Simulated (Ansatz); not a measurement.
# A convergence test on LiH (Fm-3m): k mesh of the density

How far can the k mesh of the density be lowered for the gap of LiH (Fm-3m)?

Main program and level: Ansatz 0.2.0; DFT, PBE, plane waves, PAW.

The database entry behind the starting cell differs from later determinations by our own check (the deuteride, about 0.2 % short), so it need not match the best structure at ambient conditions.

## (1) The structure

It takes space group Fm-3m (No. 225, cubic). The conventional cell has a = 4.074 Å, b = 4.074 Å, c = 4.074 Å, α = 90.00°, β = 90.00°, γ = 90.00°. Nearest to Li lie 6 H at 2.04 Å. Nearest to H lie 6 Li at 2.04 Å. Farther neighbours are not listed.

The cell and positions come from the Crystallography Open Database and are kept as given unless a step says otherwise. The default PAW set here is soft_2. Its files were made with PBE.

## (2) k mesh of the density: 4×4×4

The input, input.yaml:

```yaml
crystal:
  lattice:
    - [0.0, 2.03675, 2.03675]
    - [2.03675, 0.0, 2.03675]
    - [2.03675, 2.03675, 0.0]
  atoms:
    - { symbol: Li, position: [0.0, 0.0, 0.0] }
    - { symbol: H, position: [0.5, 0.5, 0.5] }
kpoints:
  mp_grid: { grid: [4, 4, 4] }
  band_path:
    path:
      - [0.0, 0.0, 0.0]
      - [0.5, 0.0, 0.5]
      - [0.625, 0.25, 0.625]
      - [0.375, 0.375, 0.75]
      - [0.5, 0.5, 0.5]
      - [0.5, 0.25, 0.75]
    npoints: 1
hamiltonian:
  xc: pbe
scf:
  occupations: { method: fixed }
  n_extra_bands: 4
output:
  eigenvalues: true
```

Run with:

```console
> ansatz run input.yaml --threads 3 --pin off --max-ram 92160MiB --backend cuda --events-out ev --progress --plain --runs-dir out --devices 1 --max-vram 13GiB  # rebuilt from the run's record
```

Numbers of over 12 decimals in the logs are rounded to 6 here.

The log of the run:

```text
scf.n_extra_bands = 4 over 2 filled bands (N_el = 4.0): the run solves 6 bands
GPUs: using 1 of 1 available (devices: 1).
Engine: ansatz 0.2.0, x86_64-unknown-linux-gnu
Pseudopotentials: kind: paw
Pseudopotential: Li, paw, valence charge 3, recommended cutoff 420 eV (normal), Li.paw.azcp
Pseudopotential: H, paw, valence charge 1, recommended cutoff 420 eV (normal), H.paw.azcp
Functional definition: PBE
  parameter kappa = 0.804
  parameter beta = 0.066725
  exchange = pbe_x(kappa = kappa, mu = beta*pi^2/3)
  correlation = pbe_c(beta = beta)
device memory: the entry about to start is reckoned to put 1.1 GiB on a device that reports 33.5 GiB free (of which the cap on the GPU budget leaves the run 13.0 GiB)
GPU FFT provider: cuFFT
GPU libraries: cuBLAS 13.8.2, cuFFT 12.4.0, cuSOLVER 12.3.4
Crystal: 2 atoms, lattice volume = 16.898 Å³
Basis set: ecut = 420 eV, 331 PW (Γ)
Bands: 6, of which v1, the nominal top of the filled ones, is band 2 counted from 1 (1 counted from 0)
Symmetry: 48 space group operations
Space group: Fm-3m (ITA 225), of the structure as read, at distance tolerance 2.6e-5 Å
k-points: 8 of 64
Non-local potential: Li, projectors of the file, l = 0: 3, l = 1: 2, l = 2: 1
Non-local potential: H, projectors of the file, l = 0: 2, l = 1: 1
PAW form: soft (Blöchl's): semilocal exchange-correlation on the pseudo side does not see the compensation charge
PAW one-centre angular grid: Li, 110 points (default); XC on 64 Gauss nodes
PAW one-centre angular grid: H, 110 points (default); XC on 64 Gauss nodes
Initial density: superposition of atomic densities (neutral atoms: chi_scale 0, normalization atom), corrected by the library's trained network
Initial wavefunctions: pseudopotential atomic-orbital guess
GPU buffer pool allocated for 8000 grid points (all kernels)
GPU transforms: local potential and band sums: pruned to the plane-wave sphere, on 20×20×20
Functional: x = pbe(κ = 0.804, μ = 0.219515), c = pbe(β = 0.066725)
SCF iter   1: F=—  HF=-221.374623 eV  |F-HF|=—  |Δ(HF+E_count)|=         —  Δρ=7.22e-4  dr2=6.59e-5  ethr=1.77e-3  ⟨swp⟩=3.6  Hψ=339  notcnv=0  defer=10
preconditioner: auto → none  [insulator: Δε(μ)=3.006 eV  Ē_g=13.684 eV  n_scr=0 (ndim 8)  ℏωp=12.8 eV  f_vac=0.000  ε∞_Penn≈1.9]
SCF iter   2: F=—  HF=-221.374720 eV  |F-HF|=—  |Δ(HF+E_count)|=   9.66e-5  Δρ=3.72e-4  dr2=1.50e-5  ethr=1.65e-6  ⟨swp⟩=2.9  Hψ=139  notcnv=0  defer=12
SCF iter   3: F=—  HF=-221.374749 eV  |F-HF|=—  |Δ(HF+E_count)|=   2.97e-5  Δρ=3.20e-5  dr2=1.23e-7  ethr=3.75e-7  ⟨swp⟩=2.0  Hψ=76  notcnv=0  defer=12
iter 4 did not close the SCF: its close was put off for the readings that it lacked (scf_convergence_deferred on its scf_iter line)
SCF iter   4: F=-221.374750 eV  HF=-221.374750 eV  |F-HF|=1.25e-9  |Δ(HF+E_count)|=   2.88e-7  Δρ=3.82e-6  dr2=1.29e-9  ethr=3.06e-9  ⟨swp⟩=2.0  Hψ=56  notcnv=0  defer=12
iter 5 did not close the SCF: its close was put off for the readings that it lacked (scf_convergence_deferred on its scf_iter line)
SCF iter   5: F=-221.374750 eV  HF=-221.374750 eV  |F-HF|=8.61e-12  |Δ(HF+E_count)|=   2.16e-9  Δρ=3.54e-7  dr2=6.12e-12  ethr=3.23e-11  ⟨swp⟩=2.0  Hψ=56  notcnv=0  defer=12
SCF iter   6: F=-221.374750 eV  HF=-221.374750 eV  |F-HF|=8.53e-14  |Δ(HF+E_count)|=  1.01e-11  Δρ=3.02e-8  dr2=5.93e-14  ethr=1.00e-12  ⟨swp⟩=3.2  Hψ=234  notcnv=0
SCF 1 converged in 6 iterations: F = -221.374750 eV  dr2 = 5.93e-14
[...]
device memory: the entry about to start is reckoned to put 0.6 GiB on a device that reports 33.5 GiB free (of which the cap on the GPU budget leaves the run 13.0 GiB)
NSCF: frozen V_eff on 6 k-points
SCF converged after 6 iterations
Free energy (F): -221.374750 eV
Harris-Foulkes:  -221.374750 eV  (|F-HF|=8.53e-14)
Internal energy: -221.374750 eV  (E = F + TS)
E sigma→0 (E₀):  -221.374750 eV
Fermi energy:    0.501723 eV
--- Per-component energies (eV) ---
  E_band       = -91.065582
  E_kinetic    = 35.660214
  E_local      = -126.419432  (includes V_loc(G=0)·N_el)
  E_nonlocal   = -31.773806
  E_hartree    = 35.379203
  E_xc         = -20.092236
  E_vxc        = -25.930542  (∫ρ·V_xc dr)
  E_paw        = -21.534742  (= ΣΔE_a)
  E_vpaw       = -13.359387  (= ΣTr[D̂ρ^β])
  E_aug_tail   = -0.001036  (compensation charges beyond the density's cutoff)
  E_ewald      = -92.592916
  E_smearing   = -0.000000  (= −TS)
  E_closure    = -0.000000  (closes the sum)
  Σ components = -221.374750   (vs F -221.374750, Δ=0.00e0)
--- Band table (eV; the first three rows and the last of 8) ---
  k-point 0: bands = ["-43.8427", "-4.7622", "15.9840", "17.8832", "17.8832", "17.8832"]
  k-point 1: bands = ["-43.8235", "-3.7124", "9.9523", "15.0987", "16.6925", "16.6925"]
  k-point 2: bands = ["-43.8043", "-1.9912", "5.2832", "13.7532", "16.5474", "16.5474"]
  k-point 7: bands = ["-43.7923", "0.2969", "5.7233", "5.7233", "11.8874", "17.6068"]
```

The job ended after 3.2 s (1 × NVIDIA H100 80GB HBM3 (shared by 6 runs) with 3 threads of AMD EPYC 7R13 (Zen 3), shared host; peak memory 0.85 GiB).

This step gave:

```yaml
gap: 3.009 eV
valence_top_at: X
conduction_bottom_at: X
least_direct_gap: 3.009 eV
```

The gap is direct, at (0.500, 0.000, 0.500).

## (3) k mesh of the density: 6×6×6

input.yaml: that of step 2 with these lines changed.

```diff
@@ -9,3 +9,3 @@
 kpoints:
-  mp_grid: { grid: [4, 4, 4] }
+  mp_grid: { grid: [6, 6, 6] }
   band_path:
```

The log of the run:

```text
[...]
GPUs: using 1 of 1 available (devices: 1).
[...]
GPU FFT provider: cuFFT
GPU libraries: cuBLAS 13.8.2, cuFFT 12.4.0, cuSOLVER 12.3.4
Crystal: 2 atoms, lattice volume = 16.898 Å³
Basis set: ecut = 420 eV, 331 PW (Γ)
Bands: 6, of which v1, the nominal top of the filled ones, is band 2 counted from 1 (1 counted from 0)
Symmetry: 48 space group operations
[...]
k-points: 16 of 216
[...]
SCF 1 converged in 6 iterations: F = -221.386559 eV  dr2 = 1.43e-12
[...]
NSCF: frozen V_eff on 6 k-points
SCF converged after 6 iterations
Free energy (F): -221.386559 eV
[...]
Internal energy: -221.386559 eV  (E = F + TS)
E sigma→0 (E₀):  -221.386559 eV
Fermi energy:    0.486615 eV
[...]
--- Band table (eV; the first three rows and the last of 16) ---
[...]
```

Run time: 4.3 s. Hardware: 1 × NVIDIA H100 80GB HBM3 (shared by 6 runs) with 3 threads; peak memory 0.88 GiB.

Numbers from this step:

| Item | Value |
| --- | --- |
| gap | 3.018 eV |
| valence top at | X |
| conduction bottom at | X |
| least direct gap | 3.018 eV |

The gap is 3.018 eV, +0.010 eV from the run before at this level.

## (4) k mesh of the density: 10×10×10 (the default)

input.yaml, the sections that differ from step 3:

```yaml
kpoints:
  mp_grid: { grid: [10, 10, 10] }
  band_path:
    path:
      - [[0.0, 0.0, 0.0], [0.5, 0.0, 0.5], [0.625, 0.25, 0.625]]
      - [[0.375, 0.375, 0.75], [0.0, 0.0, 0.0], [0.5, 0.5, 0.5], [0.5, 0.25, 0.75], [0.5, 0.0, 0.5]]
    npoints: 10
scf:
  occupations: { method: fermi_dirac, width: 0.02 }
  n_extra_bands: 4
output:
  eigenvalues: true
  write_density: true
  write_potential: true
  elf: true
  volumetric_format: npy
# crystal, hamiltonian: as in step 3
```

The log of the run:

```text
[...]
GPUs: using 1 of 1 available (devices: 1).
[...]
GPU FFT provider: cuFFT
GPU libraries: cuBLAS 13.8.2, cuFFT 12.4.0, cuSOLVER 12.3.4
Crystal: 2 atoms, lattice volume = 16.898 Å³
Basis set: ecut = 420 eV, 331 PW (Γ)
Bands: 6, of which v1, the nominal top of the filled ones, is band 2 counted from 1 (1 counted from 0)
Symmetry: 48 space group operations
[...]
k-points: 47 of 1000
[...]
SCF 1 converged in 6 iterations: F = -221.387418 eV  dr2 = 2.33e-12
[...]
NSCF: frozen V_eff on 62 k-points, pencils in batches of 32, up to order 32
SCF converged after 6 iterations
Free energy (F): -221.387418 eV
[...]
Internal energy: -221.387418 eV  (E = F + TS)
E sigma→0 (E₀):  -221.387418 eV
Fermi energy:    1.995396 eV
[...]
--- Band table (eV; the first three rows and the last of 47) ---
[...]
```

Elapsed: 4.8 s, on 1 × NVIDIA H100 80GB HBM3 (shared by 6 runs) with 3 threads; peak memory 0.86 GiB.

This step gave:

| Item | Value |
| --- | --- |
| gap | 3.020 eV |
| valence top at | X |
| conduction bottom at | X |
| least direct gap | 3.020 eV |

The gap is 3.020 eV, +0.001 eV from the run before at this level.

## (5) k mesh of the density: 14×14×14

input.yaml, the sections that differ from step 4:

```yaml
kpoints:
  mp_grid: { grid: [14, 14, 14] }
  band_path:
    path:
      - [0.0, 0.0, 0.0]
      - [0.5, 0.0, 0.5]
      - [0.625, 0.25, 0.625]
      - [0.375, 0.375, 0.75]
      - [0.5, 0.5, 0.5]
      - [0.5, 0.25, 0.75]
    npoints: 1
scf:
  occupations: { method: fixed }
  n_extra_bands: 4
# crystal, hamiltonian, output: as in step 4
```

The log of the run:

```text
[...]
GPUs: using 1 of 1 available (devices: 1).
[...]
GPU FFT provider: cuFFT
GPU libraries: cuBLAS 13.8.2, cuFFT 12.4.0, cuSOLVER 12.3.4
Crystal: 2 atoms, lattice volume = 16.898 Å³
Basis set: ecut = 420 eV, 331 PW (Γ)
Bands: 6, of which v1, the nominal top of the filled ones, is band 2 counted from 1 (1 counted from 0)
Symmetry: 48 space group operations
[...]
k-points: 104 of 2744
[...]
SCF 1 converged in 6 iterations: F = -221.387423 eV  dr2 = 1.35e-12
[...]
SCF converged after 6 iterations
Free energy (F): -221.387423 eV
[...]
Internal energy: -221.387423 eV  (E = F + TS)
E sigma→0 (E₀):  -221.387423 eV
Fermi energy:    0.484562 eV
[...]
--- Band table (eV; the first three rows and the last of 104) ---
[...]
```

Run time: 6.4 s. Hardware: 1 × NVIDIA H100 80GB HBM3 (shared by 6 runs) with 3 threads; peak memory 0.85 GiB; 12 s of CPU time.

Numbers from this step:

| Quantity | Value |
| --- | --- |
| gap | 3.020 eV |
| valence top at | X |
| conduction bottom at | X |
| least direct gap | 3.020 eV |

The gap is 3.020 eV, as in the run before at this level.

## (6) The series

Differences are against the last row; a negative gap means that bands overlap, and a run with a band path holds that path's time. Times are wall times on 1 × NVIDIA H100 80GB HBM3 (shared by 6 runs) with 3 threads of AMD EPYC 7R13 (Zen 3), shared host, good to a factor of about two.

| k mesh of the density | gap (eV) | direct gap (eV) | gap error (eV) | energy error (meV/atom) | irreducible k | time |
| --- | --- | --- | --- | --- | --- | --- |
| 4×4×4 | 3.009 | 3.009 | −0.011 | +6.3 | 8 | 3.2 s |
| 6×6×6 | 3.018 | 3.018 | −0.001 | +0.4 | 16 | 4.3 s |
| 10×10×10 | 3.020 | 3.020 | +0.000 | +0.0 | 47 | 4.8 s |
| 14×14×14 | 3.020 | 3.020 | +0.000 | +0.0 | 104 | 6.4 s |

## (7) What came out

```json
{"4×4×4": "3.009 eV", "6×6×6": "3.018 eV", "10×10×10": "3.020 eV", "14×14×14": "3.020 eV"}
```

The gap holds to 0.02 eV from 4×4×4 on, the cheapest setting tried. At 4×4×4 the gap is off by −0.011 eV and the energy by +6 meV/atom. The gap is read over the mesh and added points near the edges, so meshes differ mainly through the density and, for a hybrid, the exchange operator.

[Paths, hosts, dates, memory and timing lines, banners, echoed tables and standing remarks are left out of the program output.]

[Logs are printed without paths, hosts, clocks, repeated set-up lines and the standing remarks that a program may print on its own settings, such as how far it seeks lower states.]

[Runs of the session that timed out or met a known fault of the program may be left out.]

[Cells called generated may have been cut or substituted from an entry of the Crystallography Open Database or the Materials Project.]

[Hosts, paths, dates, database ids (printed as entryN), source tags and the programs' standing remarks are cut or masked in the printed files.]
